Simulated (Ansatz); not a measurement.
# Time against size: bare YSe nanowire along [001] (144 atoms) repeated, support functions

The cell holds 144 atoms: 72 Y and 72 Se. Its edges and angles: a = 23.258 Å, b = 23.258 Å, c = 11.406 Å, α = 90.0°, β = 90.0°, γ = 90.0°. It derives from YSe (rock-salt). Square section of size parameter 8.03 Å cut from rock-salt YSe (a = 5.703 Å) along [001], 2 periods, 9 Å of vacuum; not relaxed, displaced by a Gaussian of 0.02 Å. Vacuum lies along a and b. The structure repeats along c.

Calculated with Ansatz 0.2.0: Kohn-Sham DFT, r2SCAN, PAW (set soft_2), localised support functions (medium); the typed cell is repeated and solved at Γ on 1 × NVIDIA H100 80GB HBM3 with 5 threads of AMD EPYC 7R13 (Zen 3), shared host.

```
atoms  wall time divided by the number of SCF cycles (s)  repeats  SCF cycles
  144                                              1.414    1×1×1          67
  288                                                  ?        ?           ?
  576                                              5.532    1×1×4          36
 1008                                              9.166    1×1×7          42
```

**Question.** Fit a power law of the atom count to the rows given and interpolate to the withheld row.

Worked fit:

A power law y = A x^b is a line in u = ln x and v = ln y.

| u = ln x | v = ln y |
| --- | --- |
| 4.96981 | 0.346444 |
| 6.35611 | 1.71054 |
| 6.91572 | 2.21547 |

With n = 3: mean u = 6.08055, mean v = 1.42415, Σ(u − ū)² = 2.0072, Σ(u − ū)(v − v̄) = 1.9369. Slope b = 1.9369 / 2.0072 = 0.96496; intercept a = v̄ − b ū = -4.4433.

At the withheld row u = 5.663, v = a + b u = 1.021, and y = exp(v).

Prediction at 288: 2.777 s. The run gave 2.097 s, so the fit is high by 0.68 s (32 % of the value).

The fitted exponent is 0.96. Between neighbouring rows, the withheld one included, the exponents are 0.57, 1.4 and 0.90, so one power law doesn't hold over the range. Among the rows given, the largest relative miss of the fit is at 576, by 0.11 s (2.0 %).

Limits: One run a row; fixed overheads weigh on the small cells.

[Logs are printed without paths, hosts, clocks, repeated set-up lines and the standing remarks that a program may print on its own settings, such as how far it seeks lower states.]

[Hosts, paths, dates, database ids (printed as entryN), source tags and the programs' standing remarks are cut or masked in the printed files.]
